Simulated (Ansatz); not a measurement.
# Where V_O puts its levels in the gap of MgO (Fm-3m)

Charge states of V_O in MgO (Fm-3m), set against the band edges. Model: a cell of 54 host atoms with 1 O taken out.

Calculated with Ansatz 0.2.0; place-levels on r2SCAN runs: charge-transition levels and formation energies with image-charge correction and potential alignment at the atomic sites; PAW set soft_1.

The experiments to compare with:

“Electronic structure of alkaline earth and post-transition metal oxides” (2009, arxiv:0908.1581) quotes from earlier work for MgO, rocksalt (bulk crystal): band gap (literature experimental gap) 7.83 eV [Literature value based on experiment; other listed experimental values range from 7.7 to …].

Report form: the programs' logs are mostly left out.

### 1. Starting point

The cell holds 53 atoms: 27 Mg and 26 O. Its edges and angles: a = 8.925 Å, b = 8.925 Å, c = 8.925 Å, α = 60.0°, β = 60.0°, γ = 60.0°. It derives from MgO (space group Fm-3m). Nearest the centre at fractional (0.500, 0.500, 0.500): Mg46 at 2.10 Å, Mg50 at 2.10 Å, Mg34 at 2.10 Å, Mg28 at 2.10 Å, Mg44 at 2.10 Å, Mg32 at 2.10 Å, O29 at 2.98 Å, O12 at 2.98 Å.

Coordinates:

```xyz
53
Lattice="0.0000 6.3112 6.3112 6.3112 0.0000 6.3112 6.3112 6.3112 0.0000" Properties=species:S:1:pos:R:3 pbc="T T T"
Mg    0.0000    0.0000    0.0000
O     2.1037    2.1037    2.1037
Mg    2.1037    2.1037    0.0000
O     4.2075    4.2075    2.1037
Mg    4.2075    4.2075    0.0000
O     6.3112    6.3112    2.1037
Mg    2.1037    0.0000    2.1037
O     4.2075    2.1037    4.2075
Mg    4.2075    2.1037    2.1037
O     6.3112    4.2075    4.2075
Mg    6.3112    4.2075    2.1037
O     8.4150    6.3112    4.2075
Mg    4.2075    0.0000    4.2075
O     6.3112    2.1037    6.3112
Mg    6.3112    2.1037    4.2075
O     8.4150    4.2075    6.3112
Mg    8.4150    4.2075    4.2075
O    10.5187    6.3112    6.3112
Mg    0.0000    2.1037    2.1037
O     2.1037    4.2075    4.2075
Mg    2.1037    4.2075    2.1037
O     4.2075    6.3112    4.2075
Mg    4.2075    6.3112    2.1037
O     6.3112    8.4150    4.2075
Mg    2.1037    2.1037    4.2075
O     4.2075    4.2075    6.3112
Mg    4.2075    4.2075    4.2075
Mg    6.3112    6.3112    4.2075
O     8.4150    8.4150    6.3112
Mg    4.2075    2.1037    6.3112
O     6.3112    4.2075    8.4150
Mg    6.3112    4.2075    6.3112
O     8.4150    6.3112    8.4150
Mg    8.4150    6.3112    6.3112
O    10.5187    8.4150    8.4150
Mg    0.0000    4.2075    4.2075
O     2.1037    6.3112    6.3112
Mg    2.1037    6.3112    4.2075
O     4.2075    8.4150    6.3112
Mg    4.2075    8.4150    4.2075
O     6.3112   10.5187    6.3112
Mg    2.1037    4.2075    6.3112
O     4.2075    6.3112    8.4150
Mg    4.2075    6.3112    6.3112
O     6.3112    8.4150    8.4150
Mg    6.3112    8.4150    6.3112
O     8.4150   10.5187    8.4150
Mg    4.2075    4.2075    8.4150
O     6.3112    6.3112   10.5187
Mg    6.3112    6.3112    8.4150
O     8.4150    8.4150   10.5187
Mg    8.4150    8.4150    8.4150
O    10.5187   10.5187   10.5187
```

Screening for the image-charge correction: ε∞ = 3.24, ε0 = 10.37, from a response run on this crystal (DFPT, PBEsol) at that run's own cell.

The cell's shortest repeat is 8.9 Å.

### 2. The runs of each charge state

Levels follow from differences of total energies between charge states, each relaxed by itself.

Each atom starts 0.05 Å or so off its site in a random direction: a symmetric start keeps its symmetry, and would miss off-centre moves and Jahn–Teller distortions. Forces are taken at one point at (¼, ¼, ¼). The cell holds 1 electron more than the neutral one, with a uniform background that keeps it neutral on the whole. The electron count is odd, so at least one spin is unpaired; this run locks the moment at 1 μB.

The sampling was tested on the host first: at the k-points planned (1x1x1 shifted 0.25 0.25 0.25) its energy lies 0.020 eV an atom from the dense-mesh value, under the bound of 0.02 eV set for this test; that bounds the host's error, not the defect's.

One of the inputs; charge, spin and start change from state to state.

Input file qm1_M1.relax/input.yaml:

```yaml
crystal:
  lattice:
    - [0.0, 2.10374764, 2.10374764]
    - [2.10374764, 0.0, 2.10374764]
    - [2.10374764, 2.10374764, 0.0]
  atoms:
    - { symbol: Mg, position: [0.0, 0.0, 0.0] }
    - { symbol: O, position: [0.5, 0.5, 0.5] }
  supercell: [3, 3, 3]
  defects: [{ vacancy: 27 }]
total_charge: -1
basis:
  ecutwfc: 500
  xc_grid: 2
hamiltonian:
  xc: r2scan
  pseudopotentials: { kind: paw, azcp: { folder: soft_1 } }
kpoints:
  mp_grid: { grid: [1, 1, 1], shift: [0.25, 0.25, 0.25] }
magnetization:
  spin_polarized: true
  initial_magnetization: 1
  spin_locking: { lock_magnetization: hard }
scf:
  occupations: { method: fixed }
  max_iter: 100
output:
  forces: true
  charged_corrections: { epsilon: 3.24, static_epsilon: 10.37 }
relax:
  f_tol: 0.02
  max_steps: 80
  random_displacement: { amplitude: 0.05, seed: 4052 }
checkpoint:
  write: "../qm1_M1.relax.run"
  compress: false
  write_wavefunctions: true
  write_every: 100000
```

On the command line:

```
> ansatz run input.yaml --threads 4 --pin off --max-ram 7536MiB --backend cpu --events-out ev --progress --plain --runs-dir out
```

Defect states can disperse in a cell of this size, so the energy is taken again at a 2×2×2 shifted mesh, on the relaxed structure.

The run of this state that the levels use, under r2SCAN:

Input file qm1_M1.point/input.yaml:

```yaml
crystal:
  checkpoint: "../qm1_M1.relax.run"
  host: checkpoint
total_charge: -1
basis:
  ecutwfc: 500
  xc_grid: 2
hamiltonian:
  xc: r2scan
  pseudopotentials: { kind: paw, azcp: { folder: soft_1 } }
kpoints:
  mp_grid: { grid: [2, 2, 2], shift: [0.5, 0.5, 0.5] }
magnetization:
  spin_polarized: true
  initial_magnetization: 1
  spin_locking: { lock_magnetization: hard }
scf:
  occupations: { method: fermi_dirac, width: 0.01 }
  max_iter: 100
output:
  forces: true
  eigenvalues: true
  charged_corrections:
    epsilon: 3.24
    static_epsilon: 10.37
    defect_position: [0.5, 0.5, 0.5]
  eigenstates: { localisation: true }
  populations: true
  efg: {}
checkpoint:
  read: "../qm1_M1.relax.run"
  write: "../qm1_M1.point.run"
  compress: false
  write_wavefunctions: false
  write_every: 100000
```

Relaxations under r2SCAN at one point at (¼, ¼, ¼); times on 4 threads of Arm Neoverse V2, shared host:

```tsv
charge	moment (μB)	occupations	outcome	steps	largest displacement against the far atoms (Å)	time
−1	1	fixed	converged	5	0.01	1.9 min
0	0	fixed	converged	4	0.02	42 s
+1	1	fixed	converged	4	0.10	98 s
+2	0	fixed	converged	5	0.19	47 s
```

Single points under r2SCAN at a 2×2×2 shifted mesh; times on 4 threads of Arm Neoverse V2, shared host:

```tsv
charge	moment (μB)	occupations	outcome	time
−1	1	fermi-dirac	converged	2.1 min
0	0	fermi-dirac	converged	51 s
+1	1	fermi-dirac	converged	2 min
+2	0	fermi-dirac	converged	54 s
```

Distances (Å) from the ideal centre to the nearest atoms after relaxation with r2SCAN:

```tsv
charge	moment (μB)	1.	2.	3.	4.	5.	6.
−1	1	Mg 2.11	Mg 2.11	Mg 2.11	Mg 2.11	Mg 2.12	Mg 2.12
0	0	Mg 2.12	Mg 2.12	Mg 2.12	Mg 2.12	Mg 2.12	Mg 2.12
+1	1	Mg 2.20	Mg 2.20	Mg 2.20	Mg 2.21	Mg 2.21	Mg 2.21
+2	0	Mg 2.28	Mg 2.29	Mg 2.29	Mg 2.29	Mg 2.29	Mg 2.29
```

### 3. Placing the levels, r2SCAN

A charged cell interacts with its images and the background, and its potential has another zero than the host's. place-levels removes the first by a point-charge model, screened by the static dielectric constant since the ions have relaxed around the charge, and the second by comparing potentials at atoms far from the defect.

The host is a run of the defect-free crystal in the same cutoffs, grids and k-points, so that basis and sampling errors cancel in part in the differences. The host is run in a cell of 2 atoms on a matching mesh. Its band edges are searched through the zone by a band path, so the gap is smaller than, or equal to, that on the mesh. Chemical potentials are energies per atom of O (O2 molecule), run with the same functional and cutoff.

Input file levels.point.yaml:

```yaml
host:
  run: host.point.run
states: [qm1_M1.point.run, q0.point.run, qp1_M1.point.run, qp2.point.run]
geometry_from:
  qm1_M1.point.run: qm1_M1.relax.run
  q0.point.run: q0.relax.run
  qp1_M1.point.run: qp1_M1.relax.run
  qp2.point.run: qp2.relax.run
chemical_potentials:
  O:
    energy: -565.989614
    dataset: <sha256 of the dataset>
epsilon: 3.24
static_epsilon: 10.37
vertical:
  - { from: qm1_M1.point.run, to: qm1_M1.point_neutral.run }
  - { from: qp1_M1.point.run, to: qp1_M1.point_neutral.run }
  - { from: qp2.point.run, to: qp2.point_neutral.run }
```

On the command line:

```
> ansatz place-levels levels.point.yaml -- --threads 4 --pin off --max-ram 7536MiB
```

Run time: 0.37 s. Hardware: 4 threads of Arm Neoverse V2, shared host.

Under r2SCAN the gap is 5.68 eV, (+2/+1) 1.63, (+1/0) 3.05, (0/−1) 5.72 (outside the gap) (with band filling) eV.

Levels between the charges placed, in eV above the valence top:

```tsv
	gap (eV)	(+2/+1)	(+1/0)	(0/−1)
r2SCAN	5.68	1.63	3.05	5.72
```

Corrections by state:

```tsv
charge	moment (μB)	image terms and alignment (eV)	band filling (eV)	ε used	over the lowest of its charge, as the program ranks them, band filling apart (eV)
+2	0.0	0.687	-	10.37	0.000
+1	1.0	0.096	-	10.37	0.000
0	0.0	0.000	-	-	0.000
−1	1.0	0.375	-1.152	10.37	0.000
```

The charged structures listed were also run neutral, and place-levels reads from each pair, by the potential or the spins, how wide the charge is by which they differ; that can be the carrier of either run.

```tsv
charge	rms radius (Å)	spread where it is widest against the cell (Å)	wide from (Å)	reading
+2	1.2	0.70	1.26	narrow
+1	1.1	0.63	1.26	narrow
−1	3.9	2.26	1.26	wide
```

The neutral runs of these pairs need not share the spin of the lowest neutral state, and very wide values only mean spread over the cell.

From the program's caveats on the states, each cut to its opening words:

- charge +2, +1 (1 μB), 0, −1 (1 μB): its alignment with the host at atomic sites is doubtful: the cell is too small to show whether the defect's potential has decayed: take a larger one
- charge +1 (1 μB), −1 (1 μB): flagged: stability check not made
- charge −1 (1 μB): it parts from the run at its places by a charge that spreads by about 2.3 Å along one vector (1.3 Å or more is wide), by its potential at epsilon 3.24, taken [...]
- charge −1 (1 μB): a band-filling correction moves a carrier to the host's band edge, which changes its energy by -1.152 eV
- charge −1 (1 μB): the host's ions (past the first shell or, of a walk that freed a part, those that it held) aren't shown at rest: they stand up to 0.010 Å off their sites, 0.18 [...]
- charge −1 (1 μB): its moments are held at its close (magnetization.spin_locking), by a field of 0.158 eV a Bohr magneton, and its energy and levels are of the state that this [...]

The host's formation energy from the elements is -2.963 eV per atom; it sets how far the chemical potentials can move.

Limit set by the element alone; other compounds of these elements are not counted. Chemical potentials from the elements' reference states: Mg 0.00 eV, O -5.93 eV. Formation energy by charge state (Mg-rich; gap 5.68 eV):

```tsv
charge	at valence top (eV)	at conduction bottom (eV)	correction included (eV)
+2	-3.22	8.13	0.69
+1	-1.59	4.08	0.10
0	1.46	1.46	0.00
−1	7.18	1.50	-0.78
```

Fermi level (eV), lowest formation energy (eV) and a bar from the least value:
```
     0.00      -3.22 
     0.52      -2.19 #######
     1.03      -1.16 #############
     1.55      -0.13 ####################
     2.06       0.47 ########################
     2.58       0.98 ###########################
     3.10       1.46 ##############################
     3.61       1.46 ##############################
     4.13       1.46 ##############################
     4.65       1.46 ##############################
     5.16       1.46 ##############################
     5.68       1.46 ##############################
```

Limit set by the element alone; other compounds of these elements are not counted. Chemical potentials from the elements' reference states: O 0.00 eV, Mg -5.93 eV. Formation energy by charge state (O-rich; gap 5.68 eV):

```tsv
charge	at valence top (eV)	at conduction bottom (eV)	correction included (eV)
+2	2.70	14.06	0.69
+1	4.33	10.01	0.10
0	7.38	7.38	0.00
−1	13.10	7.42	-0.78
```

(Fermi level (eV), lowest formation energy (eV)): (0.00, 2.70), (0.52, 3.73), (1.03, 4.77), (1.55, 5.80), (2.06, 6.39), (2.58, 6.91), (3.10, 7.38), (3.61, 7.38), (4.13, 7.38), (4.65, 7.38), (5.16, 7.38), (5.68, 7.38)

### 4. The same at the relaxations' own k-points

The relaxations' own energies give the levels at their sampling, for comparison.

Input file levels.relax_mesh.yaml:

```yaml
host:
  run: host.relax.run
states: [qm1_M1.relax.run, q0.relax.run, qp1_M1.relax.run, qp2.relax.run]
chemical_potentials:
  O:
    energy: -565.989614
    dataset: <sha256 of the dataset>
```

On the command line:

```
> ansatz place-levels levels.relax_mesh.yaml -- --threads 4 --pin off --max-ram 7536MiB
```

Elapsed: 0.11 s, on 4 threads.

Levels between neighbouring charges, in eV above the valence top:

```tsv
	gap (eV)	(+2/+1)	(+1/0)	(0/−1)
one point at (¼, ¼, ¼)	5.66	1.43	2.84	5.71
a 2×2×2 shifted mesh	5.68	1.63	3.05	5.72
```

Going from one point at (¼, ¼, ¼) to a 2×2×2 shifted mesh moves the levels that carry no band-filling term by up to 0.21 eV and formation energies against the elements by up to 0.41 eV; band-filling terms, which differ between samplings, are in these energies.

### 5. place-levels, PBEsol

PBEsol on the same structure is run to see how far the result rests on the functional, though not on the errors that semilocal functionals share; the sampling changes too, to one point at (¼, ¼, ¼), so differences hold both changes.

Input file qm1_M1.pbesol/input.yaml:

```yaml
crystal:
  checkpoint: "../qm1_M1.relax.run"
  host: checkpoint
total_charge: -1
basis:
  ecutwfc: 420
  xc_grid: 2
hamiltonian:
  xc: pbesol
  pseudopotentials: { kind: paw, azcp: { folder: soft_1 }, xc_functional: pbe }
kpoints:
  mp_grid: { grid: [1, 1, 1], shift: [0.25, 0.25, 0.25] }
magnetization:
  spin_polarized: true
  initial_magnetization: 1
  spin_locking: { lock_magnetization: hard }
scf:
  occupations: { method: fermi_dirac, width: 0.01 }
  max_iter: 100
output:
  forces: true
  eigenvalues: true
  charged_corrections:
    epsilon: 3.24
    static_epsilon: 10.37
    defect_position: [0.5, 0.5, 0.5]
checkpoint:
  write: "../qm1_M1.pbesol.run"
  compress: false
  write_wavefunctions: false
  write_every: 100000
```

Wall time 19 s (4 threads); peak memory 1.5 GiB.

Input file levels.pbesol.yaml:

```yaml
host:
  run: host.pbesol.run
states: [qm1_M1.pbesol.run, q0.pbesol.run, qp1_M1.pbesol.run, qp2.pbesol.run]
geometry_from:
  qm1_M1.pbesol.run: qm1_M1.relax.run
  q0.pbesol.run: q0.relax.run
  qp1_M1.pbesol.run: qp1_M1.relax.run
  qp2.pbesol.run: qp2.relax.run
chemical_potentials:
  O:
    energy: -558.291301
    dataset: <sha256 of the dataset>
```

On the command line:

```
> ansatz place-levels levels.pbesol.yaml -- --threads 4 --pin off --max-ram 7536MiB
```

It took 0.19 s on 4 threads.

Under PBEsol the gap is 4.65 eV, (+2/+1) 1.22, (+1/0) 2.32, (0/−1) 4.69 (outside the gap) (with band filling) eV.

### 6. Another choice

In this try the input is made faulty on purpose, to show what that does.

A choice is tested by changing it alone.

levels.try0.yaml is levels.point.yaml with these lines changed:

```diff
-static_epsilon: 10.37
+static_epsilon: 3.24
```

On the command line:

```
> ansatz place-levels levels.try0.yaml -- --threads 4 --pin off --max-ram 7536MiB
```

The change: the electronic dielectric constant for relaxed ions.

Levels in eV above the valence top; the changed ones are not the defect's:

```tsv
	gap (eV)	(+2/+1)	(+1/0)	(0/−1)
changed	5.68	0.51	2.68	5.72
as set up	5.68	1.63	3.05	5.72
```

The largest shift is 1.12 eV, band-filling terms included.

### 7. A changed set-up

The levels are placed again with one choice changed, to see how much they rest on it.

levels.try1.yaml is levels.point.yaml with these lines changed:

```diff
-epsilon: 3.24
-static_epsilon: 10.37
+epsilon: 4.31
+static_epsilon: 13.79
```

On the command line:

```
> ansatz place-levels levels.try1.yaml -- --threads 4 --pin off --max-ram 7536MiB
```

The change: dielectric constants a third too high.

Levels in eV above the valence top; the changed ones are not the defect's:

```tsv
	gap (eV)	(+2/+1)	(+1/0)	(0/−1)
changed	5.68	1.75	3.10	5.72
as set up	5.68	1.63	3.05	5.72
```

The largest shift is 0.13 eV, band-filling terms included.

### 8. Cost and result

Levels between neighbouring charges, in eV above each run's own valence top:

```tsv
	gap (eV)	(+2/+1)	(+1/0)	(0/−1)	CPU time a state at this stage (restarts are quicker than cold starts)
r2SCAN, 2×2×2 shifted mesh	5.68	1.63	3.05	5.72	5.7 min
PBEsol on r2SCAN structures, (¼, ¼, ¼)	4.65	1.22	2.32	4.69	54 s
```

### 9. Results

| Quantity | Value |
| --- | --- |
| gap of the host | 5.68 eV (r2SCAN) |
| level (plus 2/plus 1) | 1.63 eV above the valence top |
| level (plus 1/0) | 3.05 eV above the valence top |
| level (0/minus 1) | 5.72 eV above the valence top, past the conduction bottom (6.87 eV above the valence top without the band-filling term) |
| lowest of the charges placed, just above the valence top (0.02 eV) | +2 |
| lowest of the charges placed, just below the conduction bottom (0.02 eV) | 0 |
| lowest formation energy at mid-gap of the charges run, Mg-rich | 1.24 eV |
| lowest formation energy at mid-gap of the charges run, O-rich | 7.17 eV |

Of the charges placed (−1, 0, +1 and +2), the lowest changes at 1.63 eV (+2/+1) and 3.05 eV (+1/0) above the valence top, in a gap of 5.68 eV. Charges above +2 were not placed, so these runs say nothing of levels that involve them. States placed: +2 at 0 μB; +1 at 1 μB; 0 at 0 μB; −1 at 1 μB. Other spin states or structures, where not listed, weren't placed. The program finds carriers beyond a band edge of the host and adds a band-filling term at charge −1 (-1.15 eV); steps to such a charge show no bound level, and a defect level inside a band would be read the same way. Going from one point at (¼, ¼, ¼) to a 2×2×2 shifted mesh moves the levels that carry no band-filling term by up to 0.21 eV and formation energies against the elements by up to 0.41 eV; band-filling terms, which differ between samplings, are in these energies. The program doubts the alignment of potentials for at least one state, a sign that the cell is small. Keep in mind: the images are only 8.9 Å apart; r2SCAN makes the gap too small and tends to spread out bound carriers; where a gas molecule sets a chemical potential or the host's formation energy, its binding is uncorrected; force components of up to 0.32 eV/Å remain in a run at the final settings.

Comparison with the measured values:

| quantity | measured | PBEsol | r2SCAN |
| --- | --- | --- | --- |
| band gap (least gap of the host) (eV) | 7.83 | 4.65 (-3.18 eV) | 5.68 (-2.15 eV) |

Measured values from arxiv:0908.1581 (2009).

Verdict: For the band gap, of the levels listed nearest comes r2SCAN (-2.15 eV, a clear miss) and farthest PBEsol (-3.18 eV, a clear miss). Local and semilocal functionals usually give gaps below the measured ones. Zero-point and thermal motion shift the measured gap.

[Logs are printed without paths, hosts, clocks, repeated set-up lines and the standing remarks that a program may print on its own settings, such as how far it seeks lower states.]

[Hosts, paths, dates, database ids (printed as entryN), source tags and the programs' standing remarks are cut or masked in the printed files.]

[Where a table of states has a column of steps, it counts the stored structures, which are thinned; the runs took as many ionic steps or more.]

[A defect's name tells the site on which it was built; relaxed atoms can leave that site.]

[For some hosts the program warned that the k-mesh of the response run may be too coarse for force constants and the static dielectric constant; such warnings are not shown here.]
